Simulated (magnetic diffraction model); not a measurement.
## Moment size from magnetic intensity in YbFe4B8

Space group I4/mmm (no. 139), a = 7.2040 Å, c = 4.2320 Å.

```csv
site,atom,x,y,z
2a,Yb,0,0,0
8f,Fe,1/4,3/4,3/4
8j,B,0.2700,1/2,0
8i,B,0.8436,1/2,1/2
```

This is a made-up structure (elements placed in a structure type, unrelaxed), so the numbers test the method and describe no known phase.

Only Yb is taken to order (form factors of Yb3+); orders and moment sizes are assumed, and not adapted to the symmetry. Radiation: neutrons of λ = 2.41 Å (absorption by B left out), 8° to 100°; isotropic B of 0.42 Å² (Yb), 0.54 Å² (Fe) and 0.76 Å² (B). Simulated constant-wavelength pattern: nuclear and magnetic terms add, the magnetic one as |2.695 fm × Σ f S⊥ exp(2πi Q·r) exp(−B s²)|², summed over all Q at one angle with the factor 1/(sin²θ cos θ). For collinear order S is the moment m, which repeats by lattice and centring translations R with the sign exp(−2πi k·R). Free-ion form factors, Sears's scattering lengths of 1992, no absorption; a label names one of the reflections at its angle. The strongest nuclear line in the range is 100, and lines under 0.2 are left out.

In a first state the assumed order is k = (1/2 1/2 0), collinear moments along [101], 3 μB on Yb, with this pattern:

| 2θ (°) | index | nuclear | magnetic |
| --- | --- | --- | --- |
| 13.59 | (1/2 1/2 0) | 0.0 | 7.9 |
| 27.37 | (1 1 0) | 1.1 | 0.0 |
| 30.67 | (3/2 -1/2 0) | 0.0 | 3.0 |
| 35.92 | (1/2 -1/2 1) | 0.0 | 2.5 |
| 38.57 | (1 0 1) | 2.9 | 0.0 |
| 39.09 | (2 0 0) | 17.3 | 0.0 |
| 41.57 | (3/2 3/2 0) | 0.0 | 0.8 |
| 45.74 | (3/2 1/2 1) | 0.0 | 2.9 |
| 50.48 | (5/2 1/2 0) | 0.0 | 1.1 |
| 54.12 | (3/2 -3/2 1) | 0.0 | 1.0 |
| 56.08 | (2 1 1) | 14.1 | 0.0 |
| 56.47 | (2 2 0) | 12.7 | 0.0 |
| 58.38 | (5/2 -3/2 0) | 0.0 | 0.8 |
| 61.70 | (5/2 -1/2 1) | 0.0 | 1.5 |
| 63.87 | (3 1 0) | 9.1 | 0.0 |
| 68.76 | (5/2 3/2 1) | 0.0 | 1.2 |
(The table stops after 16 lines; 21 more lie at higher angle.)

**Question.** Nearer the ordering temperature the line at 13.59° has total intensity 5.7 on the same scale, and all moments have shrunk alike. How large is the Yb moment?

The nuclear part, 0.0, stays, so the magnetic part is 5.7 against 7.9. It goes as m², so m = 3 × √(5.7/7.9) = 2.55 μB; the value used was 2.55 μB.

[Logs are printed without paths, hosts, clocks, repeated set-up lines and the standing remarks that a program may print on its own settings, such as how far it seeks lower states.]
